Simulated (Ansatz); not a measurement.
## Tl3Te, from a guessed structure to a relaxed one

This structure for Tl3Te is made up. Its elements were placed in a known structure type with a cell scaled to their sizes. What cell does the guess relax to, and how far off was it?

Calculated with Ansatz 0.2.0; DFT, r2SCAN, plane-wave PAW, files of the set soft_1, scalar-relativistic, no spin, cell and ions relaxed at zero pressure; PAW set soft_1, in the first sound run; inputs show where later runs differ.

## (1) The starting structure

The structure is tetragonal, space group I4/mmm (No. 139). Conventional cell: a = 4.730 Å, b = 4.730 Å, c = 10.566 Å, α = 90.00°, β = 90.00°, γ = 90.00°. Tl has 4 Te at 3.34 Å and 8 Tl at 3.55 Å nearest. Nearest to Tl lie 8 Tl at 3.34 to 3.55 Å and 4 Te at 3.55 Å. Nearest to Te lie 12 Tl at 3.34 to 3.55 Å. Farther neighbours and most contacts between anions are not listed.

## (2) Relaxing cell and atoms

The guess takes its coordinates from another compound and its volume from a rule, so the cell and any free coordinates are relaxed together.

input.yaml

```yaml
crystal:
  lattice:
    - [-2.365, 2.365, 5.283]
    - [2.365, -2.365, 5.283]
    - [2.365, 2.365, -5.283]
  atoms:
    - { symbol: Tl, position: [0.5, 0.5, 0.0] }
    - { symbol: Tl, position: [0.25, 0.75, 0.5] }
    - { symbol: Tl, position: [0.75, 0.25, 0.5] }
    - { symbol: Te, position: [0.0, 0.0, 0.0] }
kpoints:
  mp_grid: { grid: [8, 8, 8] }
scf:
  occupations: { method: fermi_dirac, width: 0.05 }
hamiltonian:
  xc: r2scan
  pseudopotentials: { kind: paw, azcp: { folder: soft_1 } }
relax:
  f_tol: 0.015
  max_steps: 70
  cell: {}
output:
  forces: true
  stress: true
```

Command:

```bash
> ansatz run input.yaml --threads 4 --pin off --max-ram 8192MiB --backend cpu --events-out ev --progress --plain --runs-dir out
```

Numbers of over 12 decimals in the logs are rounded to 6 here.

What it wrote:

```text
Engine: ansatz 0.2.0, aarch64-unknown-linux-gnu
Pseudopotentials: kind: paw
Pseudopotential: Tl, paw, valence charge 13, recommended cutoff 500 eV (meta_gga), soft_1/Tl.paw.azcp
Pseudopotential: Te, paw, valence charge 16, recommended cutoff 500 eV (meta_gga), soft_1/Te.paw.azcp
Functional definition: r2SCAN
  parameter k0 = 0.174
  parameter k1 = 0.065
  parameter a1 = 4.9479
  exchange = r2scan_x(k0 = k0, k1 = k1, a1 = a1)
  correlation = r2scan_c
Crystal: 4 atoms, lattice volume = 118.196 Å³
Basis set: ecut = 500 eV, 2987 PW (Γ), exchange–correlation on 192×192×192 points (64 copies of the dense FFT grid, shifted against one another)
Bands: 33, of which v1, the nominal top of the filled ones, is band 28 counted from 1 (27 counted from 0)
Symmetry: 16 space group operations
Space group: I4/mmm (ITA 139), of the structure as read, at distance tolerance 4.9e-5 Å
k-points: 59 of 512
Non-local potential: Tl, projectors of the file, l = 0: 2, l = 1: 2, l = 2: 2, l = 3: 1
Non-local potential: Te, projectors of the file, l = 0: 2, l = 1: 2, l = 2: 2, l = 3: 1
PAW form: soft (Blöchl's): semilocal exchange-correlation on the pseudo side does not see the compensation charge
PAW frozen core: Tl, regenerated for the run's functional (the file was generated under x = pbe(κ = 0.804, μ = 0.219515), c = pbe(β = 0.066725))
PAW frozen core: Te, regenerated for the run's functional (the file was generated under x = pbe(κ = 0.804, μ = 0.219515), c = pbe(β = 0.066725))
PAW one-centre angular grid: Tl, 590 points (default); XC on 160 Gauss nodes
PAW one-centre angular grid: Te, 590 points (default); XC on 160 Gauss nodes
Initial density: superposition of atomic densities (chi_scale 0.1, normalization cell, long waves kept (reshape's long-wave potential 0.01 eV rms))
Initial wavefunctions: pseudopotential atomic-orbital guess
Functional: x = r2scan, c = r2scan; τ floored in thin density (d = 2e-4 eV/Å³)
iter 1 solved again at ethr=1.66e-3 eV; its pass at ethr=3.10e-3 eV (dr2=9.12e-1 eV) is discarded
SCF iter   1: F=—  HF=-41377.189963 eV  |F-HF|=—  |Δ(HF+E_count)|=         —  Δρ=1.91e-2  dr2=9.20e-1  dr2_τ=4.42e-3  ethr=1.66e-3  ⟨swp⟩=1.0  Hψ=11799  notcnv=0
preconditioner: auto → Kerker (q_TF=auto, 2.402 Å⁻¹)  [metal: Δε(μ)=0.039 eV  Ē_g=12.751 eV  σ=0.050 eV  W_gap=0.19  n_scr=32 (ndim 8)  ℏωp=22.9 eV  f_vac=0.000  D(μ)=1.39/eV (n_scr^D=10)]
SCF iter   2: F=—  HF=-41377.000384 eV  |F-HF|=—  |Δ(HF+E_count)|=   1.90e-1  Δρ=9.20e-3  dr2=1.87e-1  dr2_τ=1.04e-3  ethr=1.66e-3  ⟨swp⟩=2.8  Hψ=3153  notcnv=0
SCF iter   3: F=—  HF=-41376.981625 eV  |F-HF|=—  |Δ(HF+E_count)|=   1.88e-2  Δρ=2.57e-3  dr2=9.40e-3  dr2_τ=7.36e-5  ethr=3.39e-4  ⟨swp⟩=3.0  Hψ=3051  notcnv=0  defer=22
SCF iter   4: F=—  HF=-41376.986758 eV  |F-HF|=—  |Δ(HF+E_count)|=   5.13e-3  Δρ=9.39e-4  dr2=2.06e-3  dr2_τ=2.08e-5  ethr=1.71e-5  ⟨swp⟩=2.0  Hψ=3894  notcnv=0  defer=24
SCF iter   5: F=—  HF=-41376.986745 eV  |F-HF|=—  |Δ(HF+E_count)|=   1.27e-5  Δρ=3.08e-4  dr2=2.59e-4  dr2_τ=3.73e-6  ethr=3.75e-6  ⟨swp⟩=2.0  Hψ=2373  notcnv=0  defer=24
SCF iter   6: F=—  HF=-41376.986780 eV  |F-HF|=—  |Δ(HF+E_count)|=   3.48e-5  Δρ=9.97e-5  dr2=3.76e-5  dr2_τ=2.18e-7  ethr=4.70e-7  ⟨swp⟩=3.0  Hψ=3421  notcnv=0  defer=24
SCF iter   7: F=—  HF=-41376.986761 eV  |F-HF|=—  |Δ(HF+E_count)|=   1.83e-5  Δρ=3.32e-5  dr2=4.65e-6  dr2_τ=1.73e-8  ethr=6.83e-8  ⟨swp⟩=2.0  Hψ=2233  notcnv=0  defer=24
SCF iter   8: F=—  HF=-41376.986761 eV  |F-HF|=—  |Δ(HF+E_count)|=   5.36e-7  Δρ=1.02e-5  dr2=1.40e-7  dr2_τ=4.79e-9  ethr=8.45e-9  ⟨swp⟩=2.0  Hψ=2408  notcnv=0  defer=24
SCF iter   9: F=-41376.986761 eV  HF=-41376.986761 eV  |F-HF|=4.58e-10  |Δ(HF+E_count)|=   8.80e-8  Δρ=2.88e-6  dr2=1.95e-8  dr2_τ=2.40e-10  ethr=1.82e-10  ⟨swp⟩=4.4  Hψ=6805  notcnv=0
SCF 1 converged in 9 iterations: F = -41376.986761 eV  dr2 = 1.95e-8
  greatest PAW one-centre occupation: 0.997 electrons in one spin orbital (limit 2), on the Te atom at site 3 (counted from 0), in its partial waves of l = 2
relax step   1: F+E_penalty+E_count = -41376.98676091 eV  Δ(F+E_penalty+E_count) = +0.000e0 eV  max|allowed force component| = 4.770e-18 eV/Å  Δτ_max = 0.0000 Å  P = +3.115 GPa  Ω = 118.196 Å³  (9 SCF iters, dr2 threshold 1.00e-7 eV, accepted)
Crystal: 4 atoms, lattice volume = 128.276 Å³
Basis set: ecut = 500 eV, 3235 PW (Γ), exchange–correlation on 192×192×192 points (64 copies of the dense FFT grid, shifted against one another)
Initial density: handed on by an earlier stage of this run
Initial wavefunctions: those handed on with the density
iter 1 solved again at ethr=8.52e-5 eV; its pass at ethr=3.10e-3 eV (dr2=4.68e-2 eV) is discarded
SCF iter   1: F=—  HF=-41376.729778 eV  |F-HF|=—  |Δ(HF+E_count)|=         —  Δρ=3.52e-3  dr2=5.08e-2  dr2_τ=1.02e-1  ethr=8.52e-5  ⟨swp⟩=1.9  Hψ=10633  notcnv=0
automatic band count: iteration 1 solves 32 bands in place of 33: the levels show a gap, and the empty bands left out lie too high to hold charge; the band table lists the bands solved (type scf.n_extra_bands for more)
preconditioner: auto → Kerker (q_TF=auto, 2.369 Å⁻¹)  [metal: Δε(μ)=0.047 eV  Ē_g=11.960 eV  σ=0.050 eV  W_gap=0.22  n_scr=32 (ndim 8)  ℏωp=22.0 eV  f_vac=0.000  D(μ)=0.86/eV (n_scr^D=0)]
SCF iter   2: F=—  HF=-41377.085806 eV  |F-HF|=—  |Δ(HF+E_count)|=   3.56e-1  Δρ=1.01e-3  dr2=3.94e-3  dr2_τ=1.33e-4  ethr=8.52e-5  ⟨swp⟩=9.9  Hψ=8183  notcnv=0  defer=25
automatic band count: iteration 2 solves 33 bands in place of 32: the levels no longer show a gap clear of their residuals, so the SCF keeps every band
SCF iter   3: F=—  HF=-41377.086302 eV  |F-HF|=—  |Δ(HF+E_count)|=   4.96e-4  Δρ=5.18e-4  dr2=1.20e-3  dr2_τ=1.19e-5  ethr=7.17e-6  ⟨swp⟩=2.0  Hψ=2561  notcnv=0  defer=25
SCF iter   4: F=—  HF=-41377.086330 eV  |F-HF|=—  |Δ(HF+E_count)|=   2.81e-5  Δρ=2.08e-4  dr2=1.42e-4  dr2_τ=9.00e-7  ethr=2.19e-6  ⟨swp⟩=2.0  Hψ=2139  notcnv=0  defer=25
SCF iter   5: F=—  HF=-41377.086320 eV  |F-HF|=—  |Δ(HF+E_count)|=   9.89e-6  Δρ=6.57e-5  dr2=1.54e-5  dr2_τ=1.12e-7  ethr=2.59e-7  ⟨swp⟩=2.1  Hψ=2307  notcnv=0  defer=25
SCF iter   6: F=—  HF=-41377.086323 eV  |F-HF|=—  |Δ(HF+E_count)|=   2.38e-6  Δρ=2.17e-5  dr2=8.91e-7  dr2_τ=1.27e-8  ethr=2.80e-8  ⟨swp⟩=2.5  Hψ=3132  notcnv=0  defer=25
SCF iter   7: F=-41377.086323 eV  HF=-41377.086323 eV  |F-HF|=5.06e-9  |Δ(HF+E_count)|=   2.45e-7  Δρ=7.18e-6  dr2=1.59e-7  dr2_τ=1.26e-9  ethr=7.27e-10  ⟨swp⟩=4.8  Hψ=6941  notcnv=0
SCF 2 converged in 7 iterations: F = -41377.086323 eV  dr2 = 1.59e-7
relax step   2: F+E_penalty+E_count = -41377.08632300 eV  Δ(F+E_penalty+E_count) = -9.956e-2 eV  max|allowed force component| = 1.735e-18 eV/Å  Δτ_max = 0.0000 Å  P = +0.118 GPa  Ω = 128.276 Å³  energy of the carried Pulay correction = -3.038e-4 eV  (7 SCF iters, dr2 threshold 4.00e-7 eV, accepted)
Crystal: 4 atoms, lattice volume = 128.782 Å³
Basis set: ecut = 500 eV, 3251 PW (Γ), exchange–correlation on 192×192×192 points (64 copies of the dense FFT grid, shifted against one another)
iter 1 solved again at ethr=2.24e-7 eV; its pass at ethr=3.10e-3 eV (dr2=1.23e-4 eV) is discarded
SCF iter   1: F=—  HF=-41377.085120 eV  |F-HF|=—  |Δ(HF+E_count)|=         —  Δρ=2.46e-4  dr2=1.51e-4  dr2_τ=6.98e-4  ethr=2.24e-7  ⟨swp⟩=3.0  Hψ=11928  notcnv=0
preconditioner: auto → Kerker (q_TF=auto, 2.368 Å⁻¹)  [metal: Δε(μ)=0.028 eV  Ē_g=12.325 eV  σ=0.050 eV  W_gap=0.14  n_scr=32 (ndim 8)  ℏωp=22.0 eV  f_vac=0.000  D(μ)=0.89/eV (n_scr^D=0)]
SCF iter   2: F=—  HF=-41377.087525 eV  |F-HF|=—  |Δ(HF+E_count)|=   2.41e-3  Δρ=8.03e-5  dr2=1.33e-5  dr2_τ=4.15e-7  ethr=2.24e-7  ⟨swp⟩=2.4  Hψ=3336  notcnv=0
SCF iter   3: F=—  HF=-41377.087527 eV  |F-HF|=—  |Δ(HF+E_count)|=   2.06e-6  Δρ=4.85e-5  dr2=5.69e-6  dr2_τ=3.79e-8  ethr=2.42e-8  ⟨swp⟩=2.0  Hψ=2228  notcnv=0
SCF iter   4: F=—  HF=-41377.087528 eV  |F-HF|=—  |Δ(HF+E_count)|=   7.45e-7  Δρ=1.24e-5  dr2=4.63e-7  dr2_τ=5.74e-9  ethr=1.03e-8  ⟨swp⟩=2.2  Hψ=2644  notcnv=0
SCF iter   5: F=-41377.087528 eV  HF=-41377.087528 eV  |F-HF|=1.54e-9  |Δ(HF+E_count)|=   1.15e-7  Δρ=3.71e-6  dr2=2.90e-8  dr2_τ=6.15e-10  ethr=2.67e-10  ⟨swp⟩=5.0  Hψ=7121  notcnv=0
SCF 3 converged in 5 iterations: F = -41377.087528 eV  dr2 = 2.90e-8
relax step   3: F+E_penalty+E_count = -41377.08752832 eV  Δ(F+E_penalty+E_count) = -1.205e-3 eV  max|allowed force component| = 6.939e-18 eV/Å  Δτ_max = 0.0000 Å  P = +0.005 GPa  Ω = 128.782 Å³  energy of the carried Pulay correction = -3.186e-4 eV  (5 SCF iters, dr2 threshold 1.47e-7 eV, accepted)
Crystal: 4 atoms, lattice volume = 128.939 Å³
iter 1 solved again at ethr=1.23e-7 eV; its pass at ethr=3.10e-3 eV (dr2=6.75e-5 eV) is discarded
SCF iter   1: F=—  HF=-41377.086292 eV  |F-HF|=—  |Δ(HF+E_count)|=         —  Δρ=2.04e-4  dr2=7.46e-5  dr2_τ=5.16e-4  ethr=1.23e-7  ⟨swp⟩=3.0  Hψ=11847  notcnv=0
preconditioner: auto → Kerker (q_TF=auto, 2.367 Å⁻¹)  [metal: Δε(μ)=0.061 eV  Ē_g=12.320 eV  σ=0.050 eV  W_gap=0.29  n_scr=32 (ndim 8)  ℏωp=21.9 eV  f_vac=0.000  D(μ)=0.93/eV (n_scr^D=0)]
SCF iter   2: F=—  HF=-41377.087955 eV  |F-HF|=—  |Δ(HF+E_count)|=   1.66e-3  Δρ=8.04e-5  dr2=1.86e-5  dr2_τ=1.53e-7  ethr=1.23e-7  ⟨swp⟩=2.4  Hψ=3346  notcnv=0
SCF iter   3: F=—  HF=-41377.087942 eV  |F-HF|=—  |Δ(HF+E_count)|=   1.21e-5  Δρ=4.88e-5  dr2=8.13e-6  dr2_τ=3.16e-8  ethr=3.38e-8  ⟨swp⟩=1.5  Hψ=1984  notcnv=0
SCF iter   4: F=—  HF=-41377.087942 eV  |F-HF|=—  |Δ(HF+E_count)|=   1.42e-7  Δρ=1.52e-5  dr2=4.66e-7  dr2_τ=6.77e-9  ethr=1.48e-8  ⟨swp⟩=2.0  Hψ=2364  notcnv=0
SCF iter   5: F=—  HF=-41377.087942 eV  |F-HF|=—  |Δ(HF+E_count)|=   2.04e-7  Δρ=5.43e-6  dr2=4.77e-8  dr2_τ=1.06e-9  ethr=8.47e-10  ⟨swp⟩=2.0  Hψ=2710  notcnv=0
SCF iter   6: F=-41377.087942 eV  HF=-41377.087942 eV  |F-HF|=1.58e-9  |Δ(HF+E_count)|=   1.60e-8  Δρ=1.35e-6  dr2=3.35e-9  dr2_τ=6.31e-11  ethr=7.54e-11  ⟨swp⟩=4.6  Hψ=6834  notcnv=0
SCF 4 converged in 6 iterations: F = -41377.087942 eV  dr2 = 3.35e-9
relax step   4: F+E_penalty+E_count = -41377.08794248 eV  Δ(F+E_penalty+E_count) = -4.142e-4 eV  max|allowed force component| = 3.469e-18 eV/Å  Δτ_max = 0.0000 Å  P = -0.026 GPa  Ω = 128.939 Å³  energy of the carried Pulay correction = -3.234e-4 eV  (6 SCF iters, dr2 threshold 4.15e-8 eV, accepted)
Initial wavefunctions: pseudopotential atomic-orbital guess (no wavefunctions were taken with the density)
iter 1 solved again at ethr=1.14e-7 eV; its pass at ethr=3.10e-3 eV (dr2=6.28e-5 eV) is discarded
SCF iter   1: F=—  HF=-41377.088396 eV  |F-HF|=—  |Δ(HF+E_count)|=         —  Δρ=8.11e-5  dr2=4.10e-7  dr2_τ=1.45e-6  ethr=1.14e-7  ⟨swp⟩=3.3  Hψ=14857  notcnv=0
preconditioner: auto → Kerker (q_TF=auto, 2.367 Å⁻¹)  [metal: Δε(μ)=0.059 eV  Ē_g=12.320 eV  σ=0.050 eV  W_gap=0.29  n_scr=32 (ndim 8)  ℏωp=21.9 eV  f_vac=0.000  D(μ)=0.93/eV (n_scr^D=0)]
SCF iter   2: F=—  HF=-41377.088423 eV  |F-HF|=—  |Δ(HF+E_count)|=   2.75e-5  Δρ=4.09e-5  dr2=8.73e-8  dr2_τ=5.84e-7  ethr=7.46e-10  ⟨swp⟩=2.0  Hψ=3603  notcnv=0
SCF iter   3: F=—  HF=-41377.088447 eV  |F-HF|=—  |Δ(HF+E_count)|=   2.37e-5  Δρ=4.48e-6  dr2=1.05e-8  dr2_τ=4.90e-9  ethr=1.59e-10  ⟨swp⟩=2.0  Hψ=3599  notcnv=0
SCF iter   4: F=—  HF=-41377.088447 eV  |F-HF|=—  |Δ(HF+E_count)|=   2.14e-7  Δρ=6.48e-7  dr2=1.23e-9  dr2_τ=1.52e-11  ethr=1.90e-11  ⟨swp⟩=2.0  Hψ=3288  notcnv=0
SCF iter   5: F=—  HF=-41377.088447 eV  |F-HF|=—  |Δ(HF+E_count)|=  8.37e-10  Δρ=2.13e-7  dr2=6.49e-11  dr2_τ=5.81e-12  ethr=2.24e-12  ⟨swp⟩=2.1  Hψ=2726  notcnv=0
SCF iter   6: F=-41377.088447 eV  HF=-41377.088447 eV  |F-HF|=1.46e-11  |Δ(HF+E_count)|=  2.04e-10  Δρ=7.23e-8  dr2=1.58e-11  dr2_τ=3.44e-13  ethr=1.00e-12  ⟨swp⟩=5.0  Hψ=6966  notcnv=0
SCF 5 converged in 6 iterations: F = -41377.088447 eV  dr2 = 1.58e-11
relax step   5: F+E_penalty+E_count = -41377.08844738 eV  Δ(F+E_penalty+E_count) = -5.049e-4 eV  max|allowed force component| = 5.204e-18 eV/Å  Δτ_max = 0.0000 Å  P = -0.021 GPa  Ω = 128.939 Å³  stress off target by 4.55e-2 GPa  SCF on the basis re-selected at this cell (its energy is not comparable with the rows above)  (6 SCF iters)
basis re-selected at this cell: Δ(F+E_penalty+E_count) = -5.049e-4 eV, ΔP = +0.005 GPa vs the last step (what re-selecting the basis moved, of the pressure what is left beyond the Pulay correction that the steps carried, after the strain that the cell walked since its last selection, with what the two solves' SCF thresholds leave and, on support functions, any second-order correction that the steps lacked; it is no m [...]
SCF converged after 6 iterations
Free energy (F): -41377.088447 eV
Harris-Foulkes:  -41377.088447 eV  (|F-HF|=1.46e-11)
Internal energy: -41377.079751 eV  (E = F + TS)
E sigma→0 (E₀):  -41377.084099 eV
Entropy (-TS):   -0.008696 eV (-2.174 meV/atom)
Fermi energy:    9.022633 eV
--- Per-component energies (eV) ---
  E_band       = -308.016417
  E_kinetic    = 968.093835
  E_local      = -4203.314696  (includes V_loc(G=0)·N_el)
  E_nonlocal   = 1014.959371
  E_hartree    = 1768.716605
  E_xc         = -636.393057
  E_vxc        = -512.905533  (∫ρ·V_xc dr)
  E_paw        = -35330.016696  (= ΣΔE_a)
  E_vpaw       = -1147.413550  (= ΣTr[D̂ρ^β])
  E_aug_tail   = -0.000028  (compensation charges beyond the density's cutoff)
  E_vtau       = 35.130952  (kinetic-family band-sum trace: ∫τ·v_τ [+ j·A + Jᵃ·Aᵃ] dr)
  E_ewald      = -4962.528619
  E_core_change = 3.403534  (= ΣΔE_core)
  E_smearing   = -0.008696  (= −TS)
  E_closure    = 0.000000  (closes the sum)
  Σ components = -41377.088447   (vs F -41377.088447, Δ=0.00e0)
--- Forces (eV/Å), atoms counted from 1 ---
  atom   1  Tl     0.00000000     0.00000000     0.00000000
  atom   2  Tl     0.00000000     0.00000000     0.00000000
  atom   3  Tl    -0.00000000     0.00000000     0.00000000
  atom   4  Te    -0.00000000     0.00000000    -0.00000000
  max |Σ_I F_I| component: 6.94e-18 eV/Å
--- Stress (GPa, compression-positive) ---
       -0.008690       0.000000       0.000000
        0.000000      -0.008690       0.000000
       -0.000000      -0.000000      -0.045536
  P = ⅓ Tr σ = -0.0210 GPa (-0.210 kbar)
--- Relaxed structure (4 steps of the walk, 4 accepted, 1 SCFs on fresh bases) ---
  F+E_penalty+E_count = -41377.08844738 eV   max|allowed force component| = 5.204e-18 eV/Å   (the final SCF, on the basis selected at the relaxed cell)
  cell:  # Å, volume = 128.9390 Å³
    - [-2.459749, 2.459749, 5.327736]
    - [2.459749, -2.459749, 5.327736]
    - [2.459749, 2.459749, -5.327736]
  atoms:
    - { symbol: Tl, position: [0.5, 0.5, 0] }
    - { symbol: Tl, position: [0.25, 0.75, 0.5] }
    - { symbol: Tl, position: [0.75, 0.25, 0.5] }
    - { symbol: Te, position: [0, 0, 0] }
```

Elapsed: 26 s, on 4 threads of Arm Neoverse V2, shared host; peak memory 1.1 GiB.

Relaxation path:

| step | energy less that of the first step (eV) | largest force component (eV/Å) | pressure (GPa) | volume (Å³) |
| --- | --- | --- | --- | --- |
| 1 | 0.0000 | 0.0000 | 3.11 | 118.20 |
| 2 | -0.0996 | 0.0000 | 0.12 | 128.28 |
| 3 | -0.1008 | 0.0000 | 0.00 | 128.78 |
| 4 | -0.1012 | 0.0000 | -0.03 | 128.94 |
| 5* | -0.1017 | 0.0000 | -0.02 | 128.94 |

Relaxation steps marked * repeat the geometry before them on a plane-wave basis chosen anew for their cell, so energy and pressure can jump there.

The run keeps the 16 symmetry operations that it works with, so distortions that break them were not tested.

| conventional cell, symmetrised | before | after | change |
| --- | --- | --- | --- |
| a (Å) | 4.730 | 4.919 | +4.0 % |
| b (Å) | 4.730 | 4.919 | +4.0 % |
| c (Å) | 10.566 | 10.655 | +0.8 % |
| volume (Å³/atom) | 29.55 | 32.23 | +9.1 % |

Final coordinates:

```xyz
4
Lattice="-2.4597 2.4597 5.3277 2.4597 -2.4597 5.3277 2.4597 2.4597 -5.3277" Properties=species:S:1:pos:R:3 pbc="T T T"
Tl    0.0000    0.0000    5.3277
Tl    2.4597    0.0000    2.6639
Tl    0.0000    2.4597    2.6639
Te    0.0000    0.0000    0.0000
```

This step gave:

```yaml
free_energy: -41377.0884 eV
energy_at_zero_smearing: -41377.0841 eV
smearing_term_ts: 0.008696 eV
fermi_energy: 9.023 eV
electrons: 55
symmetry_operations: 16
pressure: -0.02097 GPa
```

Shortest distances by pair of elements, guess and relaxed (not always the same contact):

| pair | guess (Å) | relaxed (Å) |
| --- | --- | --- |
| Tl–Tl | 3.345 | 3.479 |
| Te–Tl | 3.345 | 3.479 |
| Te–Te | 4.730 | 4.919 |

The relaxation ends with a pressure of -0.02 GPa.

(Part 1 of 2 ends here.)

[Logs are printed without paths, hosts, clocks, repeated set-up lines and the standing remarks that a program may print on its own settings, such as how far it seeks lower states.]

[Hosts, paths, dates, database ids (printed as entryN), source tags and the programs' standing remarks are cut or masked in the printed files.]
